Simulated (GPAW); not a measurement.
Consider AsP (R3m).

```xyz
2
Lattice="1.8426 1.0638 3.3263 -1.8426 1.0638 3.3263 0.0000 -2.1277 3.3263" Properties=species:S:1:pos:R:3 pbc="T T T"
As    0.0000    0.0000    7.7089
P     0.0000    0.0000    2.2700
```

Absorber: atom 2, with 3 As at 2.45 Å and 3 As at 3.00 Å (distorted octahedral, site symmetry 3m). Method: GPAW, LDA, excited-electron core hole (neutral cell), 8-atom cell with 5.4 Å between holes, 6×6×6 k points, dipole transitions, Gaussian full width 0.9 eV up to 4 eV, rising linearly to 3.5 eV at 25 eV.

Where do the maxima of the P K edge fall?

Main maxima up to 24 eV above the zero (height): 1.9 eV (3.00), 11.8 eV (0.94) and 19.3 eV (0.86). A K edge sees empty p states on the absorber. The total-energy difference is 2147.40 eV. One term is added: -15.84 eV, since the hole is spin-paired here and a spin-polarised one costs that much less in the free atom (computed apart). The photon energy is then 2131.56 eV. The functional leaves an error in such absolute values: in the free atom LDA prices this hole 8.5 eV below PBE (computed apart), and PBE is itself good to a few eV.

The P K spectrum (energy from the lowest empty level; intensity scaled to a mean of 1 over the first 20 eV; polarised curves are means over the symmetry-equivalent atoms):

```tsv
E (eV)	isotropic	ε ⊥ c	ε ∥ c
-2.0	0.00	0.00	0.00
-1.5	0.00	0.00	0.00
-1.0	0.01	0.02	0.01
-0.5	0.27	0.32	0.17
0.0	1.33	1.54	0.90
0.5	2.14	2.22	1.98
1.0	2.36	2.05	2.96
1.5	2.79	2.74	2.90
2.0	2.98	3.35	2.26
2.5	2.36	2.79	1.50
3.0	1.46	1.69	1.01
3.5	1.29	1.37	1.12
4.0	1.14	1.09	1.24
4.5	1.10	0.87	1.55
5.0	1.08	0.84	1.55
5.5	0.76	0.71	0.87
6.0	0.49	0.56	0.35
6.5	0.38	0.45	0.22
7.0	0.31	0.36	0.20
7.5	0.30	0.35	0.19
8.0	0.34	0.41	0.21
8.5	0.38	0.45	0.25
9.0	0.44	0.50	0.33
9.5	0.56	0.59	0.48
10.0	0.70	0.70	0.70
10.5	0.82	0.80	0.88
11.0	0.90	0.88	0.95
11.5	0.94	0.94	0.93
12.0	0.94	0.96	0.90
12.5	0.90	0.92	0.86
13.0	0.83	0.84	0.82
13.5	0.75	0.74	0.78
14.0	0.70	0.68	0.75
14.5	0.70	0.67	0.76
15.0	0.73	0.70	0.80
15.5	0.76	0.73	0.84
16.0	0.78	0.74	0.86
16.5	0.78	0.73	0.87
17.0	0.77	0.73	0.87
17.5	0.78	0.75	0.85
18.0	0.81	0.79	0.83
18.5	0.83	0.84	0.81
19.0	0.85	0.88	0.80
19.5	0.85	0.89	0.79
20.0	0.84	0.87	0.78
20.5	0.81	0.83	0.75
21.0	0.78	0.80	0.73
21.5	0.75	0.77	0.71
22.0	0.73	0.74	0.70
22.5	0.71	0.72	0.70
23.0	0.69	0.69	0.71
23.5	0.67	0.66	0.71
24.0	0.66	0.63	0.71
24.5	0.64	0.61	0.71
25.0	0.64	0.60	0.71
25.5	0.63	0.59	0.71
26.0	0.63	0.59	0.71
26.5	0.63	0.59	0.72
27.0	0.64	0.59	0.73
27.5	0.66	0.61	0.75
28.0	0.69	0.65	0.79
28.5	0.75	0.70	0.84
29.0	0.81	0.77	0.90
```

The unit cell's mesh shows no gap over 0.35 eV. That is right for a metallic compound; for a small-gap or correlated insulator it would be the fault of the functional or of the assumed magnetic order, and the hole would be screened too well. The holes are only 5.4 Å apart, so the shape is probably not converged with cell size; no larger cell was run here. The structure is a computed Materials Project entry and may be a hypothetical form.

[Banner, clock and machine lines of the logs are left out without a mark of their own.]

[Logs are printed without paths, hosts, clocks, repeated set-up lines and the standing remarks that a program may print on its own settings, such as how far it seeks lower states.]

[Hosts, paths, dates, database ids (printed as entryN), source tags and the programs' standing remarks are cut or masked in the printed files.]

[Lists of maxima count a maximum above −3 eV only where it reaches 4 % of the highest in the window and stands out from its surroundings by 2 % of it (1.5 % where it reaches 55 %); shoulders and weaker maxima are passed over, and of the rest the first, up to two pre-edge ones and the few strongest are named.]
